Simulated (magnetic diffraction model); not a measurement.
# Magnetic neutron pattern of Ba₃CoS₅

Space group I4/mcm (no. 140), a = 8.3490 Å, c = 13.3970 Å.

| site | atom | x | y | z |
| --- | --- | --- | --- | --- |
| 8h | Ba | 0.6779 | 0.8221 | 0 |
| 4a | Ba | 0 | 0 | 1/4 |
| 4b | Co | 0 | 1/2 | 1/4 |
| 16l | S | 0.1391 | 0.3609 | 0.1532 |
| 4c | S | 0 | 0 | 0 |

This is a made-up structure (elements placed in a structure type, unrelaxed), so the numbers test the method and describe no known phase.

Only Co is taken to order (form factors of Co4+); orders and moment sizes are assumed, and not adapted to the symmetry. Radiation: neutrons of λ = 2.567 Å, 5° to 75°; isotropic B of 0.26 Å² (Ba), 0.34 Å² (Co) and 0.29 Å² (S). Simulated constant-wavelength pattern: nuclear and magnetic terms add, the magnetic one as |2.695 fm × Σ f S⊥ exp(2πi Q·r) exp(−B s²)|², summed over all Q at one angle with the factor 1/(sin²θ cos θ). For collinear order S is the moment m, which repeats by lattice and centring translations R with the sign exp(−2πi k·R). Free-ion form factors, Sears's scattering lengths of 1992, no absorption; a label names one of the reflections at its angle. The strongest nuclear line in the range is 100, and lines under 0.2 are left out.

Assume the order k = (1/2 1/2 0), collinear moments along [110], 4.14 μB on Co; signs + at (0, 1/2, 1/4), − at (1/2, 0, 1/4).

Q: Where does magnetic intensity appear, and how strong is it?

```tsv
2θ (°)	index	nuclear	magnetic
16.66	(1/2 -1/2 1)	0.0	109.0
22.09	(0 0 2)	0.6	0.0
25.11	(1 1 0)	0.6	0.0
30.29	(3/2 1/2 1)	0.0	19.1
35.79	(1/2 -1/2 3)	0.0	21.6
35.81	(2 0 0)	1.0	0.0
39.74	(3/2 -3/2 1)	0.0	17.1
41.81	(2 1 1)	3.2	0.0
42.48	(2 0 2)	32.4	0.0
44.22	(3/2 1/2 3)	0.0	17.9
45.07	(0 0 4)	9.8	0.0
47.59	(5/2 -1/2 1)	0.0	16.1
51.53	(3/2 -3/2 3)	0.0	9.4
51.55	(2 2 0)	23.5	0.0
52.28	(1 1 4)	10.7	0.0
53.24	(2 1 3)	100.0	0.0
54.56	(5/2 3/2 1)	0.0	1.6
58.16	(5/2 -1/2 3)	0.0	11.2
58.17	(3 1 0)	46.9	0.0
58.84	(1/2 -1/2 5)	0.0	6.8
58.85	(2 0 4)	5.7	0.0
63.01	(3 1 2)	1.8	0.0
64.34	(5/2 3/2 3)	0.0	3.7
64.98	(3/2 1/2 5)	0.0	9.0
67.00	(7/2 1/2 1)	0.0	8.7
68.46	(3 2 1)	6.7	0.0
70.17	(0 0 6)	8.1	0.0
70.83	(3/2 -3/2 5)	0.0	4.3
70.84	(2 2 4)	26.4	0.0
72.26	(2 1 5)	10.5	0.0
72.77	(7/2 -3/2 1)	0.0	7.0
```

The strongest magnetic line in the range is (1/2 -1/2 1) at 16.66° (109.0). On top of the Lorentz factor, which all lines share, magnetic lines fade with angle because f falls: for Co4+ it is 0.94, 0.77, 0.57 and 0.23 at sin θ/λ = 0.1, 0.2, 0.3 and 0.5 Å⁻¹, while nuclear lengths stay constant. The order has no net moment.

[Logs are printed without paths, hosts, clocks, repeated set-up lines and the standing remarks that a program may print on its own settings, such as how far it seeks lower states.]
